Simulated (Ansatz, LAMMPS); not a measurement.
# An extra electron or hole in amorphous Ga2O3 (95 atoms), part 4 of 4

Aim: add and remove one electron in amorphous Ga2O3 (95 atoms), with atoms held and relaxed, and read trapping energy and localisation.

Ansatz 0.2.0; Kohn-Sham DFT, PBE, PAW (set soft_2), plane waves.

The cell: 38 Ga and 57 O. The quench rate of 50 K/ps is many orders above laboratory rates. The network of bonds at the start is that of the classical potential that made the cell. The Brillouin zone is sampled at Γ only, in a cell whose shortest periodic width is 11 Å.

So far. Step 7 (An extra electron, levels at the relaxed geometry): An extra electron, levels at the relaxed geometry: the energy stands 6.71 eV above that of the reference. An odd electron should give 1 μB; this run ended with the carrier shared between both spins. Step 8 (Neutral at the geometry of the electron): Neutral at the geometry of the electron: the energy stands 0.00805 eV above that of the reference.

## (9) An extra hole, atoms held

The electron count changes by one with the atoms held: a vertical process, on a uniform background, with spin and a narrow Fermi–Dirac smearing. Its energy against the neutral cell hangs on the program's zero of potential.

input.yaml reads:

```yaml
crystal:
  lattice:
    - [10.83912, 0.0, 0.0]
    - [0.0, 10.83912, 0.0]
    - [0.0, 0.0, 10.83912]
  atoms:
    [... the 95 atom lines of step 4 ...]
total_charge: 1
kpoints:
  mp_grid: { grid: [1, 1, 1] }
hamiltonian:
  xc: pbe
scf:
  occupations: { method: fermi_dirac, width: 0.01 }
  lower_state_search: "off"
output:
  forces: true
  stress: true
  populations: true
  dos:
    method: { smearing: { sigma: 0.1 } }
    de: 0.1
    projected: { site_lists: { Ga: [Ga], O: [O] } }
  eigenvalues: true
  write_density: true
  write_potential: true
  volumetric_format: npy
magnetization:
  spin_polarized: true
  initial_magnetization: 1
```

The run is started by

```console
ansatz run input.yaml --threads 4 --pin off --max-ram 8192MiB --backend cpu --events-out ev --progress --plain --runs-dir out
```

Numbers of over 12 decimals in the logs are rounded to 6 here.

Output:

```text
[...]
Crystal: 95 atoms, lattice volume = 1273.451 Å³
Basis set: ecut = 420 eV, 24885 PW (Γ), exchange–correlation on 150×150×150 points (8 copies of the dense FFT grid, shifted against one another)
Bands: 513, of which v1, the nominal top of the filled ones, is band 418 counted from 1 (417 counted from 0)
Symmetry: 1 space group operations
[...]
k-points: 1
[...]
Starting moments: Σ|m| = 1 μB on 95 of 95 sites
[...]
SCF iter   1: F=—  HF=-176147.446119 eV  |F-HF|=—  |Δ(HF+E_count)|=         —  Δρ=5.27e-2 (↑4.98e-2 ↓5.27e-2)  dr2=7.56e1  dr2_m=7.08e-1  M=1.000 μB ∫|m|=1.079 μB  β_m=1.00  ethr=3.10e-3  ⟨swp⟩=6.0  Hψ=3424  notcnv=0  defer=160
[...]
SCF iter   2: F=—  HF=-176131.576891 eV  |F-HF|=—  |Δ(HF+E_count)|=         —  Δρ=3.50e-2 (↑3.22e-2 ↓3.50e-2)  dr2=3.34e1  dr2_m=5.92e-1  M=0.371 μB ∫|m|=0.571 μB  β_m=0.30  ethr=3.10e-3  ⟨swp⟩=2.5  Hψ=2026  notcnv=0  defer=178
[...]
spin=Collinear: Kerker preconditioning applied to the charge; magnetization (m = ρ↑ − ρ↓) channel mixes plain (no charge-response kernel on spin).
SCF iter   3: F=—  HF=-176126.844896 eV  |F-HF|=—  |Δ(HF+E_count)|=    4.73e0  Δρ=2.40e-2 (↑2.32e-2 ↓2.40e-2)  dr2=1.91e1  dr2_m=6.05e-2  M=0.996 μB ∫|m|=1.100 μB  β_m=0.30  ethr=3.10e-3  ⟨swp⟩=2.0  Hψ=861  notcnv=0  defer=178
SCF iter   4: F=—  HF=-176124.121069 eV  |F-HF|=—  |Δ(HF+E_count)|=    2.72e0  Δρ=1.93e-2 (↑1.60e-2 ↓1.93e-2)  dr2=1.12e1  dr2_m=3.46e-1  M=0.310 μB ∫|m|=0.489 μB  β_m=0.30  ethr=2.28e-3  ⟨swp⟩=2.0  Hψ=860  notcnv=0  defer=178
[...]
SCF iter  15: F=—  HF=-176120.982912 eV  |F-HF|=—  |Δ(HF+E_count)|=   1.32e-2  Δρ=4.91e-3 (↑1.04e-3 ↓4.91e-3)  dr2=6.36e-1  dr2_m=5.91e-2  M=0.936 μB ∫|m|=1.072 μB  β_m=0.30  ethr=1.14e-4  ⟨swp⟩=2.0  Hψ=861  notcnv=0  defer=178
[...]
spin-set hold released at iteration 15 (site moments' squared step at or under half its running peak, from the soft ceiling on): the magnetisation degrees of freedom join the quasi-Newton model from the next iteration; the mixer history was flushed
SCF iter  16: F=—  HF=-176120.945432 eV  |F-HF|=—  |Δ(HF+E_count)|=   3.75e-2  Δρ=2.15e-3 (↑1.20e-3 ↓2.15e-3)  dr2=2.29e-1  dr2_m=1.24e-2  M=0.992 μB ∫|m|=1.105 μB  β_m=0.34  ethr=7.61e-5  ⟨swp⟩=2.0  Hψ=1339  notcnv=0  defer=178
[...]
SCF iter  18: F=—  HF=-176120.945815 eV  |F-HF|=—  |Δ(HF+E_count)|=   1.82e-2  Δρ=3.41e-3 (↑7.16e-4 ↓3.41e-3)  dr2=3.41e-1  dr2_m=3.11e-2  M=0.991 μB ∫|m|=1.118 μB  β_m=0.21  ethr=2.74e-5  ⟨swp⟩=3.0  Hψ=1625  notcnv=0  defer=178
[...]
SCF iter  40: F=-176120.951676 eV  HF=-176120.951676 eV  |F-HF|=5.97e-9  |Δ(HF+E_count)|=   3.35e-9  Δρ=5.81e-7 (↑1.22e-7 ↓5.81e-7)  dr2=7.09e-9  dr2_m=9.69e-10  M=0.997 μB ∫|m|=1.128 μB  β_m=0.36  ethr=5.75e-12  ⟨swp⟩=6.0  Hψ=4731  notcnv=0
SCF iter  41: F=-176120.951676 eV  HF=-176120.951676 eV  |F-HF|=1.08e-9  |Δ(HF+E_count)|=    0.00e0  Δρ=2.52e-7 (↑9.27e-8 ↓2.52e-7)  dr2=1.14e-9  dr2_m=1.80e-10  M=0.997 μB ∫|m|=1.128 μB  ethr=1.00e-12  ⟨swp⟩=5.0  Hψ=4325  notcnv=0
SCF 1 converged in 41 iterations: F = -176120.951676 eV  dr2 = 1.14e-9
[...]
SCF converged after 41 iterations
Magnetization: 0.9973 μB (417.9986 up, 417.0014 down)
Absolute magnetization: 1.1271 μB (∫|ρ↑−ρ↓|, with the PAW one-centre terms)
[...]
Per-site moments (μB) at R_I (Å): [(0.000347071, 0.753166), (0.000666942, 0.802018), (-0.000138798, 0.782899), (0.000117108, 0.792623), (-0.000194445, [...]
Free energy (F): -176120.951676 eV
[...]
Internal energy: -176120.935008 eV  (E = F + TS)
E sigma→0 (E₀):  -176120.943342 eV
Entropy (-TS):   -0.016669 eV (-0.175 meV/atom)
Fermi energy:    4.867755 eV
[...]
Σ components = -176120.951676   (vs F -176120.951676, Δ=0.00e0)
--- Forces (eV/Å), atoms counted from 1 ---
  atom   1  Ga     0.01583634    -0.12572428     0.13308560
  atom   2  Ga     0.04792072     0.13007705    -0.04754644
  atom   3  Ga     0.08289142    -0.03887944    -0.13830713
  atom   4  Ga    -0.03236575    -0.06337529    -0.01865703
[...]
atom  95  O      0.03118245     0.01527947    -0.02824609
  max |Σ_I F_I| component: 4.83e-6 eV/Å
--- Stress (GPa, compression-positive) ---
        0.361085      -0.119250      -2.219457
       -0.119250      -1.510688       1.034033
       -2.219457       1.034033      -3.152840
  P = ⅓ Tr σ = -1.4341 GPa (-14.341 kbar)
--- Band table (eV) ---
[...]
--- Löwdin populations: 95 sites ---
  site symbol       q [e]    m [muB]
     0     Ga     11.9470    -0.0015
     1     Ga     11.9402    -0.0034
     2     Ga     11.9489    -0.0018
[...]
94      O      6.6428     0.0034
  spilling = 0.003360 (of n_electrons = 835.000000)
```

It took 72 s on 4 threads of Intel Xeon Platinum 8488C (Sapphire Rapids), shared host; peak memory 3.4 GiB; 4.7 min of CPU time.

An extra hole, atoms held: the energy stands 4.96 eV below that of the reference, with a moment of 1.00 μB.

The levels nearest the highest filled one (over half full), pooled over k-points and spins:

```
level less the highest filled one (eV)  occupation
                                -0.061       0.999
                                -0.047       0.996
                               -0.0137         0.9
                                     0       0.695
                                0.0118       0.412
                                  1.87           0
                                  1.88           0
                                  3.82           0
```

Spin density in the bc plane at fractional x = 0.207, with atoms of Ga and O within 0.2 Å of it.

Ten even steps from '0' (-0.03 × 1e-2 e/Å³) to '9' (4.19 × 1e-2 e/Å³), each cell a mean:
```
000000000000000000000000000000
000000000000000000000000000000
000000010000000000000000000000
000000000000000000000000000000
000000000000000000000000000000
000000000000000000000000000000
000000000000000000000000000000
000000000000000000000000000000
000121000000000000000000000000
000231000000000000000000000000
000010000000000000000000000000
000000000000000000000000000000
000000000000000000000000000000
000001300000000000000000000000
000003742000000000000000000000
000000162000000000000000000000
310000010000000000000000000002
920000000000000000000000000004
100000000000000000000000000001
000000000000000000000000000000
000000000100000000000000000000
000000000000000000000000000000
000000000000000042000000000000
000000000000000011000000000000
```
Columns run along b (10.8 Å), rows up along c (10.8 Å). Atoms in or near the plane, at fractional coordinates: Ga at (0.91, 0.12), O at (0.01, 0.26), O at (0.31, 0.13), O at (0.22, 0.38), O at (0.76, 0.36), O at (0.75, 0.86), O at (0.26, 0.87).

## (10) An extra hole, atoms relaxed

The atoms now respond to the charge; the energy gained comes from screening by the atoms, from trapping if the charge localises, and from any strain left in the reference.

Input and log are left out; they have the form of those shown for this kind of step.

It took 2.9 min on 4 threads of Intel Xeon Platinum 8488C (Sapphire Rapids), shared host; peak memory 3.3 GiB; 11 min of CPU time.

The relaxation converged after 5 steps, 0.0733 eV below its start, with a largest force component of 0.035 eV/Å.

An extra hole, atoms relaxed: the energy stands 5.03 eV below that of the reference, with a moment of 1.00 μB.

## (11) An extra hole, levels at the relaxed geometry

A single point at the new geometry gives levels and spin density.

Input and log are left out; they have the form of those shown for this kind of step.

The job ended after 72 s (4 threads of Intel Xeon Platinum 8488C (Sapphire Rapids), shared host; peak memory 3.4 GiB; 4.7 min of CPU time).

An extra hole, levels at the relaxed geometry: the energy stands 5.03 eV below that of the reference, with a moment of 1.00 μB.

A closer look about O63, which holds the most spin: 12 atoms, nearest first, numbered in the order of the input, with positions taken from that point.

| atom | x | y | z | distance (Å) | Löwdin charge (e) | moment (μB) |
| --- | --- | --- | --- | --- | --- | --- |
| O63 | 0.00 | 0.00 | 0.00 | 0.00 | -0.58 | 0.23 |
| Ga20 | 1.83 | -0.03 | 0.09 | 1.83 | 1.07 | 0.00 |
| Ga12 | -0.89 | -1.61 | -0.16 | 1.85 | 1.08 | 0.00 |
| O69 | -0.94 | -1.50 | -2.08 | 2.73 | -0.63 | 0.04 |
| O42 | 2.25 | 0.24 | 1.93 | 2.97 | -0.64 | 0.01 |
| O52 | 0.31 | -2.99 | 0.55 | 3.05 | -0.65 | 0.01 |
| O44 | 2.60 | 0.89 | -1.36 | 3.07 | -0.63 | 0.01 |
| O47 | 0.30 | 2.57 | 1.73 | 3.11 | -0.63 | 0.01 |
| O56 | 2.74 | -1.57 | -0.51 | 3.20 | -0.65 | 0.00 |
| O53 | -2.65 | -1.79 | 0.48 | 3.23 | -0.63 | 0.01 |
| Ga22 | -0.36 | -0.33 | -3.45 | 3.48 | 1.09 | 0.00 |
| O59 | 0.03 | -1.88 | 2.98 | 3.53 | -0.63 | 0.02 |

The distance from O63 to O69 changes most, from 2.78 Å in the neutral cell to 2.73 Å.

The levels nearest the highest filled one (over half full), pooled over k-points and spins:

```csv
level less the highest filled one (eV),occupation
-0.0772,1
-0.072,1
-0.0437,0.997
0,0.786
0.0258,0.217
1.77,0
1.78,0
3.73,0
```

Spin density in the ac plane at fractional y = 0.001, with atoms of Ga and O within 0.2 Å of it.

Values in units of 1e-2 e/Å³, 13 rows by 16 columns, each cell a mean:
```
0.0 0.0 0.0 0.0 0.0 0.0 0.0 0.0 0.0 0.0 0.0 0.0 0.0 0.0 0.0 0.0
0.0 0.0 0.0 0.0 0.1 0.1 0.0 0.0 0.0 0.0 0.0 0.0 0.0 0.0 0.0 0.0
0.0 0.0 0.0 0.0 0.0 0.0 0.0 0.1 0.2 0.0 0.0 0.0 0.0 0.0 0.0 0.0
0.0 0.0 0.0 0.0 0.0 0.0 0.0 0.2 1.2 0.0 0.0 0.0 0.0 0.0 0.0 0.0
0.0 0.0 0.0 0.0 0.0 0.0 0.2 0.0 0.0 0.0 0.0 0.0 0.0 0.0 0.0 0.0
0.0 0.0 0.0 0.0 0.0 0.0 0.0 0.0 0.0 0.0 0.0 0.0 0.0 0.0 0.1 0.2
0.0 0.0 0.0 0.0 0.0 0.2 0.1 0.0 0.0 0.0 0.0 0.0 0.0 0.0 0.0 0.0
0.0 0.0 0.0 0.0 0.0 0.1 0.0 0.0 0.0 0.0 0.0 0.0 0.0 0.0 0.0 0.0
1.1 0.2 0.1 0.3 0.0 0.0 0.0 0.0 0.0 0.0 0.0 0.0 0.0 0.0 0.0 0.1
0.1 0.0 0.5 2.3 1.5 0.1 0.0 0.0 0.0 0.0 0.3 0.1 0.0 0.0 0.0 0.0
0.0 0.0 0.0 0.1 0.2 0.0 0.0 0.0 0.0 1.5 2.4 0.1 0.0 0.0 0.0 0.0
0.0 0.0 0.0 0.0 0.0 0.0 0.0 0.0 0.0 0.2 0.2 0.0 0.0 0.0 0.0 0.0
0.0 0.0 0.0 0.0 0.0 0.0 0.0 0.0 0.0 0.0 0.0 0.1 0.0 0.0 0.0 0.0
```
Columns run along a (10.8 Å), rows up along c (10.8 Å). Atoms in or near the plane, at fractional coordinates: Ga at (0.38, 0.64), Ga at (0.71, 0.04), O at (0.22, 0.26), O at (0.32, 0.86), O at (0.05, 0.82), O at (0.82, 0.91), O at (0.64, 0.19).

## (12) Neutral at the geometry of the hole

The neutral cell at the new geometry gives the energy of that geometry without the charge.

Input and log are left out; they have the form of those shown for this kind of step.

Wall time 16 s (4 threads of Intel Xeon Platinum 8488C (Sapphire Rapids), shared host); peak memory 2 GiB.

Neutral at the geometry of the hole: the energy stands 0.114 eV above that of the reference.

## (13) Energies and spread of the extra charge

Energies are differences within one cell and functional; the shift is the gain plus the neutral cell's energy at the new geometry, that is how much cheaper the vertical process becomes there. The spread is the participation number of the site moments (1/Σw², over the spin inside atomic spheres), with the atom that holds the largest share and the spin that the spheres hold in all.

| carrier | charged less neutral, atoms held (eV) | gain on relaxing (eV) | neutral cell at that geometry, less the reference (eV) | shift of the vertical energy (eV) | spread, atoms held | spread, relaxed |
| --- | --- | --- | --- | --- | --- | --- |
| electron | 6.717 | 0.011 | 0.008 | 0.019 | - | - |
| hole | -4.956 | 0.073 | 0.114 | 0.187 | 20; O63 16 % of 0.89 μB | 10; O63 25 % of 0.89 μB |

## (14) Outcome

The extra electron gains 0.011 eV as the atoms relax: so small a gain shows no trapping at this level. The cell with the electron keeps a moment of only 0.00 μB where one unpaired electron should give 1 μB: the carrier is shared between both spins, which can hide trapping. The extra hole gains 0.073 eV as the atoms relax, and its spin goes from about 20 to 10 atoms: a partial localisation as the atoms move, with the largest share on O63. The hole is shared among 2 partly filled levels, as near-degenerate levels under the smearing give, and as self-interaction favours. Adding the two vertical energies gives 1.76 eV, against a gap of 1.53 eV in the neutral cell. The zero of the potential cancels in this sum; the excess isn't taken apart here: charging of a small cell, filling of bands on a coarse mesh and the attraction to the background can all enter.

**Limits.** Single energies of charged cells hang on the program's zero of potential. In the spin-polarised runs the search for a state of lower energy was switched off. No distortion was seeded, so a trapped state behind a barrier can't be found. Local and semilocal functionals favour spread-out charges, so trapping can be missed. The stress is far from hydrostatic: its diagonal is 0.1, -1.9, -3.4 GPa, compression counted positive. The pressure of -1.7 GPa says that the cell would shrink at this level of theory. Charged cells carry a uniform background, with no correction for images.

The DFT runs together took 14 min of wall time.

[Logs are printed without paths, hosts, clocks, repeated set-up lines and the standing remarks that a program may print on its own settings, such as how far it seeks lower states.]

[Hosts, paths, dates, database ids (printed as entryN), source tags and the programs' standing remarks are cut or masked in the printed files.]
